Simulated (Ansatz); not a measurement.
# Band gap of CsSnI3 (P4/mbm) from density functionals to GW

Aim: the gap of CsSnI3 (P4/mbm) at several levels of theory on one structure, with the time that each takes.

Calculated with Ansatz 0.2.0; density functionals, hybrids and G0W0, plane waves, PAW.

### Step 1. The starting structure

Symmetry: P4/mbm, No. 127, tetragonal system. Conventional cell: a = 8.718 Å, b = 8.718 Å, c = 6.191 Å, α = 90.00°, β = 90.00°, γ = 90.00°. Nearest to Cs lie 12 I at 4.15 to 4.60 Å. Nearest to Sn lie 6 I at 3.10 Å. I has 2 Sn at 3.10 Å and 4 Cs at 4.36 Å nearest. I has 2 Sn at 3.10 Å and 4 Cs at 4.15 to 4.60 Å nearest. Farther neighbours and most contacts between anions are not listed.

The cell and positions come from the Crystallography Open Database and are kept as given unless a step says otherwise. Spin-orbit coupling is left out unless a step names it. The default PAW set here is soft_2. Its files were made with PBE.

### Step 2. LDA on the 4×4×4 mesh

Levels along a band path and on the mesh show where this functional puts the band edges.

This step: DFT, LDA, plane waves, PAW.

Contents of input.yaml:

```yaml
crystal:
  lattice:
    - [8.7182, 0.0, 0.0]
    - [0.0, 8.7182, 0.0]
    - [0.0, 0.0, 6.1908]
  atoms:
    - { symbol: Cs, position: [0.5, 0.0, 0.0] }
    - { symbol: Cs, position: [0.0, 0.5, 0.0] }
    - { symbol: Sn, position: [0.0, 0.0, 0.5] }
    - { symbol: Sn, position: [0.5, 0.5, 0.5] }
    - { symbol: I, position: [0.0, 0.0, 0.0] }
    - { symbol: I, position: [0.5, 0.5, 0.0] }
    - { symbol: I, position: [0.7763, 0.2763, 0.5] }
    - { symbol: I, position: [0.7237, 0.7763, 0.5] }
    - { symbol: I, position: [0.2237, 0.7237, 0.5] }
    - { symbol: I, position: [0.2763, 0.2237, 0.5] }
kpoints:
  mp_grid: { grid: [4, 4, 4] }
  band_path:
    path:
      - [[0.0, 0.0, 0.0], [0.0, 0.5, 0.0], [0.5, 0.5, 0.0], [0.0, 0.0, 0.0], [0.0, 0.0, 0.5], [0.0, 0.5, 0.5], [0.5, 0.5, 0.5], [0.0, 0.0, 0.5]]
      - [[0.0, 0.5, 0.0], [0.0, 0.5, 0.5]]
      - [[0.5, 0.5, 0.0], [0.5, 0.5, 0.5]]
    npoints: 10
hamiltonian:
  xc: lda
scf:
  occupations: { method: fermi_dirac, width: 0.02 }
  n_extra_bands: 7
output:
  eigenvalues: true
  forces: true
  stress: true
  write_density: true
  write_potential: true
  elf: true
  volumetric_format: npy
```

Launch:

```bash
$ ansatz run input.yaml --threads 3 --pin off --max-ram 92160MiB --backend cuda --events-out ev --progress --plain --runs-dir out --devices 1 --max-vram 13GiB
```

Numbers of over 12 decimals in the logs are rounded to 6 here.

What it wrote:

```text
scf.n_extra_bands = 7 over 74 filled bands (N_el = 148.0): the run solves 81 bands
GPUs: using 1 of 1 available (devices: 1).
Engine: ansatz 0.2.0, x86_64-unknown-linux-gnu
Pseudopotentials: kind: paw
Pseudopotential: Cs, paw, valence charge 9, recommended cutoff 420 eV (normal), Cs.paw.azcp
Pseudopotential: Sn, paw, valence charge 14, recommended cutoff 420 eV (normal), Sn.paw.azcp
Pseudopotential: I, paw, valence charge 17, recommended cutoff 420 eV (normal), I.paw.azcp
Functional definition: SPW92
  exchange = slater_x
  correlation = pw_c
device memory: the entry about to start is reckoned to put 6.6 GiB on a device that reports 50.3 GiB free (of which the cap on the GPU budget leaves the run 13.0 GiB)
GPU FFT provider: cuFFT
GPU libraries: cuBLAS 13.8.2, cuFFT 12.4.0, cuSOLVER 12.3.4
Crystal: 10 atoms, lattice volume = 470.544 Å³
Basis set: ecut = 420 eV, 9213 PW (Γ)
Bands: 81, of which v1, the nominal top of the filled ones, is band 74 counted from 1 (73 counted from 0)
Symmetry: 16 space group operations
Space group: P4/mbm (ITA 127), of the structure as read, at distance tolerance 7.8e-5 Å
k-points: 18 of 64
Non-local potential: Cs, projectors of the file, l = 0: 3, l = 1: 2, l = 2: 2, l = 3: 2
Non-local potential: Sn, projectors of the file, l = 0: 2, l = 1: 2, l = 2: 2, l = 3: 2
Non-local potential: I, projectors of the file, l = 0: 2, l = 1: 2, l = 2: 2, l = 3: 2
PAW form: soft (Blöchl's): semilocal exchange-correlation on the pseudo side does not see the compensation charge
PAW frozen core: Cs, regenerated for the run's functional, and the local potential with it (the file was generated under x = pbe(κ = 0.804, μ = 0.219515), c = pbe(β = 0.066725))
PAW frozen core: Sn, regenerated for the run's functional, and the local potential with it (the file was generated under x = pbe(κ = 0.804, μ = 0.219515), c = pbe(β = 0.066725))
PAW frozen core: I, regenerated for the run's functional, and the local potential with it (the file was generated under x = pbe(κ = 0.804, μ = 0.219515), c = pbe(β = 0.066725))
PAW one-centre angular grid: Cs, 194 points (default); XC on 64 Gauss nodes
PAW one-centre angular grid: Sn, 590 points (default); XC on 64 Gauss nodes
PAW one-centre angular grid: I, 590 points (default); XC on 64 Gauss nodes
Initial density: superposition of atomic densities (neutral atoms: chi_scale 0, normalization atom), corrected by the library's trained network
Initial wavefunctions: pseudopotential atomic-orbital guess
GPU buffer pool allocated for 162000 grid points (all kernels)
GPU transforms: local potential and band sums: pruned to the plane-wave sphere, on 60×60×45
Functional: x = slater, c = lda
SCF iter   1: F=—  HF=-66912.951035 eV  |F-HF|=—  |Δ(HF+E_count)|=         —  Δρ=4.01e-3  dr2=4.11e-2  ethr=1.77e-3  ⟨swp⟩=8.5  Hψ=6859  notcnv=0
preconditioner: auto → Resta (q_TF=auto, 2.250 Å⁻¹)  ε∞=3.6  [insulator: Δε(μ)=0.279 eV  Ē_g=8.571 eV  σ=0.020 eV  W_gap=1.00  n_scr=80 (ndim 8)  ℏωp=13.7 eV  f_vac=0.144  D(μ)=0.00/eV (n_scr^D=0)  ε∞_Penn≈3.6]
SCF iter   2: F=—  HF=-66912.938903 eV  |F-HF|=—  |Δ(HF+E_count)|=   1.21e-2  Δρ=2.12e-3  dr2=1.21e-2  ethr=2.77e-5  ⟨swp⟩=2.9  Hψ=2690  notcnv=0  defer=33
SCF iter   3: F=—  HF=-66912.937947 eV  |F-HF|=—  |Δ(HF+E_count)|=   9.56e-4  Δρ=3.08e-4  dr2=6.20e-4  ethr=8.20e-6  ⟨swp⟩=2.5  Hψ=2830  notcnv=0  defer=33
SCF iter   4: F=—  HF=-66912.938114 eV  |F-HF|=—  |Δ(HF+E_count)|=   1.67e-4  Δρ=1.01e-4  dr2=1.33e-4  ethr=4.19e-7  ⟨swp⟩=2.0  Hψ=2757  notcnv=0  defer=33
SCF iter   5: F=—  HF=-66912.937424 eV  |F-HF|=—  |Δ(HF+E_count)|=   6.90e-4  Δρ=2.75e-5  dr2=1.19e-5  ethr=9.01e-8  ⟨swp⟩=2.0  Hψ=2685  notcnv=0  defer=33
SCF iter   6: F=—  HF=-66912.938416 eV  |F-HF|=—  |Δ(HF+E_count)|=   9.91e-4  Δρ=8.14e-6  dr2=6.71e-7  ethr=8.01e-9  ⟨swp⟩=2.0  Hψ=1893  notcnv=0  defer=33
SCF iter   7: F=-66912.938416 eV  HF=-66912.938416 eV  |F-HF|=7.33e-9  |Δ(HF+E_count)|=   1.42e-8  Δρ=2.62e-6  dr2=4.16e-8  ethr=6.76e-11  ⟨swp⟩=17.6  Hψ=13687  notcnv=0
SCF 1 converged in 7 iterations: F = -66912.938416 eV  dr2 = 4.16e-8
[...]
device memory: the entry about to start is reckoned to put 5.7 GiB on a device that reports 53.9 GiB free (of which the cap on the GPU budget leaves the run 13.0 GiB)
NSCF: frozen V_eff on 93 k-points
SCF converged after 7 iterations
Free energy (F): -66912.938416 eV
Harris-Foulkes:  -66912.938416 eV  (|F-HF|=7.33e-9)
Internal energy: -66912.938409 eV  (E = F + TS)
E sigma→0 (E₀):  -66912.938412 eV
Entropy (-TS):   -0.000007 eV (-0.001 meV/atom)
Fermi energy:    5.203798 eV
--- Per-component energies (eV) ---
  E_band       = -2867.741842
  E_kinetic    = 1793.469401
  E_local      = -17503.618692  (includes V_loc(G=0)·N_el)
  E_nonlocal   = -506.773342
  E_hartree    = 8916.004310
  E_xc         = -1868.003817
  E_vxc        = -1222.298092  (∫ρ·V_xc dr)
  E_paw        = -45746.522981  (= ΣΔE_a)
  E_vpaw       = -3260.534694  (= ΣTr[D̂ρ^β])
  E_aug_tail   = 0.000340  (compensation charges beyond the density's cutoff)
  E_ewald      = -12003.571827
  E_core_change = 6.078199  (= ΣΔE_core)
  E_smearing   = -0.000007  (= −TS)
  E_closure    = 0.000000  (closes the sum)
  Σ components = -66912.938416   (vs F -66912.938416, Δ=0.00e0)
--- Forces (eV/Å), atoms counted from 1 ---
  atom   1  Cs     0.00000000    -0.00000000    -0.00000000
  atom   2  Cs     0.00000000    -0.00000000     0.00000000
  atom   3  Sn    -0.00000000    -0.00000000    -0.00000000
  atom   4  Sn     0.00000000    -0.00000000    -0.00000000
  atom   5  I      0.00000000    -0.00000000     0.00000000
  atom   6  I      0.00000000    -0.00000000    -0.00000000
  atom   7  I      0.02636332     0.02636332    -0.00000000
  atom   8  I     -0.02636332     0.02636332    -0.00000000
  atom   9  I     -0.02636332    -0.02636332     0.00000000
  atom  10  I      0.02636332    -0.02636332     0.00000000
  max |Σ_I F_I| component: 4.50e-29 eV/Å
--- Stress (GPa, compression-positive) ---
       -1.340110       0.000000      -0.000000
        0.000000      -1.340110       0.000000
       -0.000000       0.000000      -1.095005
  P = ⅓ Tr σ = -1.2584 GPa (-12.584 kbar)
--- Band table (eV; the first three rows and the last of 18) ---
  k-point 0: bands = [... 70 lower, 2.9774, 2.9774, 3.3450, 4.2838, 5.8614, 5.8614, 7.0741, 8.0349, ... 3 higher]
  k-point 1: bands = [... 70 lower, 3.0568, 3.0568, 3.3888, 4.3891, 5.6552, 5.6552, 7.4192, 7.6840, ... 3 higher]
  k-point 2: bands = [... 70 lower, 3.4100, 3.4100, 3.6296, 5.0569, 5.3547, 5.3990, 5.3990, 6.1294, ... 3 higher]
  k-point 17: bands = [... 70 lower, 3.3810, 3.3810, 4.2878, 4.2878, 5.8153, 5.8153, 5.8470, 5.8470, ... 3 higher]
```

The job ended after 19 s (1 × NVIDIA H100 80GB HBM3 (shared by 6 runs) with 3 threads of AMD EPYC 7R13 (Zen 3), shared host; peak memory 1.3 GiB).

The column dr2 measures how far the density is from self-consistency, as an energy; F and HF (Harris–Foulkes) agree once it is small.

Numbers from this step:

- pressure: -1.258 GPa
- filled bands: 74
- gap: 0.2979 eV
- valence top at: Z
- conduction bottom at: Z
- least direct gap: 0.2979 eV

Over mesh and path the gap is 0.298 eV, direct, at k = (0.000, 0.000, 0.500).

### Step 3. LDA+SOC on the 4×4×4 mesh

This run has two-component orbitals with spin-orbit coupling.

This step: DFT, LDA with spin-orbit coupling, plane waves, PAW.

input.yaml, the sections that differ from step 2:

```yaml
kpoints:
  mp_grid: { grid: [4, 4, 4] }
  band_path:
    path:
      - [0.0, 0.0, 0.0]
      - [0.0, 0.5, 0.0]
      - [0.5, 0.5, 0.0]
      - [0.0, 0.0, 0.5]
      - [0.0, 0.5, 0.5]
      - [0.5, 0.5, 0.5]
    npoints: 1
scf:
  occupations: { method: fermi_dirac, width: 0.02 }
  n_extra_bands: 14
magnetization:
  noncollinear: true
  spin_orbit: true
output:
  eigenvalues: true
  forces: true
  stress: true
# crystal, hamiltonian: as in step 2
```

What it wrote:

```text
[...]
GPUs: using 1 of 1 available (devices: 1).
[...]
non-collinear run that drives no moment, with spin-orbit: no starting moment large enough to seed its density (crystal.atoms[].spin), no starting occupations that ask for one, no magnetisation constraint and no magnetic field, so the semilocal B_xc is pinned to zero
[...]
GPU FFT provider: cuFFT
GPU libraries: cuBLAS 13.8.2, cuFFT 12.4.0, cuSOLVER 12.3.4
Crystal: 10 atoms, lattice volume = 470.544 Å³
Basis set: ecut = 420 eV, 9213 PW (Γ)
Bands: 162, of which v1, the nominal top of the filled ones, is band 148 counted from 1 (147 counted from 0)
Symmetry: 16 space group operations + 16 with time reversal
[...]
k-points: 18 of 64
Projection manifold: j_resolved (fully-relativistic pseudo-atomic orbitals)
[...]
atom   6  I      0.00000000    -0.00000000    -0.00000000
  atom   7  I      0.02302220     0.02302220    -0.00000000
  atom   8  I     -0.02302220     0.02302220     0.00000000
  atom   9  I     -0.02302220    -0.02302220     0.00000000
  atom  10  I      0.02302220    -0.02302220    -0.00000000
  max |Σ_I F_I| component: 6.94e-18 eV/Å
--- Stress (GPa, compression-positive) ---
       -1.346932       0.000000      -0.000000
        0.000000      -1.346932       0.000000
       -0.000000       0.000000      -1.097272
  P = ⅓ Tr σ = -1.2637 GPa (-12.637 kbar)
--- Band table (eV; the first three rows and the last of 18) ---
  k-point 0: bands = [... 144 lower, 3.3748, 3.3748, 4.3939, 4.3939, 5.6811, 5.6811, 6.0709, 6.0709, ... 10 higher]
  k-point 1: bands = [... 144 lower, 3.4892, 3.4892, 4.4857, 4.4857, 5.4933, 5.4933, 5.8523, 5.8523, ... 10 higher]
  k-point 2: bands = [... 144 lower, 3.7729, 3.7729, 5.0779, 5.0779, 5.1540, 5.1540, 5.5397, 5.5397, ... 10 higher]
  k-point 17: bands = [... 144 lower, 4.4018, 4.4018, 4.4018, 4.4018, 5.6545, 5.6545, 5.6545, 5.6545, ... 10 higher]
[key lines of the parts left out:]
SCF converged after 9 iterations
Magnetization: |M| = 0.0000 μB,  M = (+0.0000, +0.0000, +0.0000) μB
Free energy (F): -66942.757304 eV
Fermi energy:    5.115948 eV
```

Run time: 14 s. Hardware: 1 × NVIDIA H100 80GB HBM3 (shared by 6 runs) with 3 threads; peak memory 1.4 GiB; 25 s of CPU time.

Numbers from this step:

| Item | Value |
| --- | --- |
| pressure | -1.264 GPa |
| gap | 0.07618 eV |
| valence top at | Z |
| conduction bottom at | Z |
| least direct gap | 0.07618 eV |

Over mesh and listed points the gap is 0.076 eV, direct, at k = (0.000, 0.000, 0.500). A gap this narrow can be one between bands that have crossed; their order was not checked. It is no wider than five times the smearing of 0.02 eV. LDA+SOC against LDA: 0.076 − 0.298 = −0.222 eV, with the same mesh, set of files (read in its fully relativistic form for the spin-orbit run) and cutoff, and both edges at the same k points. The spin-orbit run sees mesh and listed points alone, so its gap is an upper bound: the coupling can move an edge off these points, and the change over the zone, its sign included where it is small, is not known. The order of the bands was not checked, so with a gap cut this far they may have crossed.

### Step 4. r2SCAN on the 4×4×4 mesh

r2SCAN is a meta-GGA: it depends on the kinetic-energy density as well as on the density and its gradient.

This step: DFT, r2SCAN, plane waves, PAW.

input.yaml, as its differences from that of step 3:

```diff
@@ -28,9 +28,6 @@
 hamiltonian:
-  xc: lda
+  xc: r2scan
 scf:
-  occupations: { method: fermi_dirac, width: 0.02 }
-  n_extra_bands: 14
-magnetization:
-  noncollinear: true
-  spin_orbit: true
+  occupations: { method: fixed }
+  n_extra_bands: 7
 output:
```

What it wrote:

```text
[...]
GPUs: using 1 of 1 available (devices: 1).
[...]
GPU FFT provider: cuFFT
GPU libraries: cuBLAS 13.8.2, cuFFT 12.4.0, cuSOLVER 12.3.4
Crystal: 10 atoms, lattice volume = 470.544 Å³
Basis set: ecut = 500 eV, 12007 PW (Γ), exchange–correlation on 256×256×192 points (64 copies of the dense FFT grid, shifted against one another)
[...]
k-point 0: bands = [... 70 lower, 2.9257, 2.9257, 3.3094, 4.5308, 6.3046, 6.3046, 7.9841, 8.6840, ... 3 higher]
  k-point 1: bands = [... 70 lower, 3.0253, 3.0253, 3.3571, 4.6662, 6.1083, 6.1083, 7.9717, 8.4272, ... 3 higher]
  k-point 2: bands = [... 70 lower, 3.3598, 3.3598, 3.7388, 5.4112, 5.8417, 5.8767, 5.8767, 6.5755, ... 3 higher]
  k-point 17: bands = [... 70 lower, 3.3341, 3.3341, 4.5327, 4.5327, 6.2675, 6.2675, 6.2944, 6.2944, ... 3 higher]
[key lines of the parts left out:]
SCF converged after 7 iterations
Free energy (F): -68627.784651 eV
Fermi energy:    5.411245 eV
P = ⅓ Tr σ = 0.4221 GPa (4.221 kbar)
```

Wall time 12 s (1 × NVIDIA H100 80GB HBM3 (shared by 6 runs) with 3 threads); peak memory 1.6 GiB; 23 s of CPU time.

This step gave:

```
pressure             : 0.4221 GPa
gap                  : 0.4305 eV
valence top at       : Z
conduction bottom at : Z
least direct gap     : 0.4305 eV
```

Over mesh and listed points the gap is 0.430 eV, direct, at k = (0.000, 0.000, 0.500). r2SCAN against LDA: 0.430 − 0.298 = +0.132 eV. The runs also differ in plane-wave cutoff (420 eV and 500 eV) and occupations, so how much of this comes from the functional alone is not known.

### Step 5. HSE06 on the 2×2×2 mesh

HSE06 mixes in a quarter of exact exchange at short range.

This step: DFT, HSE06, plane waves, PAW.

input.yaml, as its differences from that of step 4:

```diff
@@ -17,3 +17,3 @@
 kpoints:
-  mp_grid: { grid: [4, 4, 4] }
+  mp_grid: { grid: [2, 2, 2] }
   band_path:
@@ -28,3 +28,3 @@
 hamiltonian:
-  xc: r2scan
+  xc: hse06
 scf:
@@ -34,3 +34 @@
   eigenvalues: true
-  forces: true
-  stress: true
```

What it wrote:

```text
[...]
GPUs: using 1 of 1 available (devices: 1).
[...]
davidson cushion auto → on  (no smearing: the cushion is to keep the highest requested band from converging to the state above it; pin scf.eigensolver.cushion to override)
[...]
GPU FFT provider: cuFFT
GPU libraries: cuBLAS 13.8.2, cuFFT 12.4.0, cuSOLVER 12.3.4
Crystal: 10 atoms, lattice volume = 470.544 Å³
Basis set: ecut = 420 eV, 9213 PW (Γ)
[...]
E sigma→0 (E₀):  -68522.711593 eV
Fermi energy:    5.187513 eV
[...]
--- Band table (eV; the first three rows and the last of 6) ---
  k-point 0: bands = [... 70 lower, 2.6008, 2.6008, 2.9384, 4.2928, 6.3647, 6.3647, 7.9835, 8.8368, ... 3 higher]
  k-point 1: bands = [... 70 lower, 3.0456, 3.0456, 3.4532, 5.1875, 5.8988, 5.8988, 5.9289, 6.7341, ... 3 higher]
  k-point 2: bands = [... 70 lower, 2.6170, 2.6170, 2.8441, 2.8441, 8.2592, 8.2592, 8.5310, 8.5310, ... 3 higher]
  k-point 5: bands = [... 70 lower, 3.0196, 3.0196, 4.2826, 4.2826, 6.3479, 6.3479, 6.3906, 6.3906, ... 3 higher]
[key lines of the parts left out:]
Free energy (F): -68522.711593 eV
```

Elapsed: 37 s, on 1 × NVIDIA H100 80GB HBM3 (shared by 6 runs) with 3 threads; peak memory 1.6 GiB; 62 s of CPU time.

Numbers from this step:

| Item | Value |
| --- | --- |
| gap | 0.7113 eV |
| valence top at | Z |
| conduction bottom at | Z |
| least direct gap | 0.7113 eV |
| exact-exchange fraction | 0.25 |

Over mesh and listed points the gap is 0.711 eV, direct, at k = (0.000, 0.000, 0.500). HSE06 against r2SCAN: 0.711 − 0.430 = +0.281 eV. The runs also differ in mesh (4×4×4 and 2×2×2) and plane-wave cutoff (500 eV and 420 eV), so how much of this comes from the functional alone is not known.

### Step 6. PBE0 on the 2×2×2 mesh

PBE0 mixes in a quarter of exact exchange at all distances.

This step: DFT, PBE0, plane waves, PAW.

input.yaml, as its differences from that of step 5:

```diff
@@ -28,3 +28,3 @@
 hamiltonian:
-  xc: hse06
+  xc: pbe0
 scf:
```

What it wrote:

```text
[...]
GPUs: using 1 of 1 available (devices: 1).
[...]
GPU FFT provider: cuFFT
GPU libraries: cuBLAS 13.8.2, cuFFT 12.4.0, cuSOLVER 12.3.4
Crystal: 10 atoms, lattice volume = 470.544 Å³
Basis set: ecut = 420 eV, 9213 PW (Γ)
Bands: 81, of which v1, the nominal top of the filled ones, is band 74 counted from 1 (73 counted from 0)
Symmetry: 16 space group operations
[...]
k-points: 6 of 8
[...]
E sigma→0 (E₀):  -68513.877249 eV
Fermi energy:    4.876459 eV
[...]
--- Band table (eV; the first three rows and the last of 6) ---
  k-point 0: bands = [... 70 lower, 2.2244, 2.2244, 2.5677, 3.9764, 6.6713, 6.6713, 8.3100, 9.1776, ... 3 higher]
  k-point 1: bands = [... 70 lower, 2.6793, 2.6793, 3.0853, 4.8765, 6.1951, 6.1951, 6.2535, 7.0755, ... 3 higher]
  k-point 2: bands = [... 70 lower, 2.2449, 2.2449, 2.4852, 2.4852, 8.6046, 8.6046, 8.8733, 8.8733, ... 3 higher]
  k-point 5: bands = [... 70 lower, 2.6529, 2.6529, 3.9487, 3.9487, 6.6496, 6.6496, 6.7251, 6.7251, ... 3 higher]
[key lines of the parts left out:]
Free energy (F): -68513.877249 eV
```

It took 37 s on 1 × NVIDIA H100 80GB HBM3 (shared by 6 runs) with 3 threads; peak memory 1.6 GiB; 65 s of CPU time.

This step gave:

| Quantity | Value |
| --- | --- |
| gap | 1.319 eV |
| valence top at | Z |
| conduction bottom at | Z |
| least direct gap | 1.319 eV |
| exact-exchange fraction | 0.25 |

Over mesh and listed points the gap is 1.319 eV, direct, at k = (0.000, 0.000, 0.500). PBE0 against HSE06: 1.319 − 0.711 = +0.608 eV, with the same mesh, files and cutoff, and both edges at the same k points.

(Continued in part 2 of 2.)

[Paths, hosts, dates, memory and timing lines, banners, echoed tables and standing remarks are left out of the program output.]

[Logs are printed without paths, hosts, clocks, repeated set-up lines and the standing remarks that a program may print on its own settings, such as how far it seeks lower states.]

[Runs of the session that timed out or met a known fault of the program may be left out.]

[Cells called generated may have been cut or substituted from an entry of the Crystallography Open Database or the Materials Project.]

[Hosts, paths, dates, database ids (printed as entryN), source tags and the programs' standing remarks are cut or masked in the printed files.]

[Where an RPA ε∞ is given, it is that of the G0W0 mesh and is not shown converged in it. Names of k-points follow the symmetry that the program found, which can be lower than the space group named. Band edges on a path are those of the sampled points; other points can move an edge, and change direct to indirect where valleys lie close.]

[Hybrid gaps are those of their k-mesh and are not shown converged in it.]
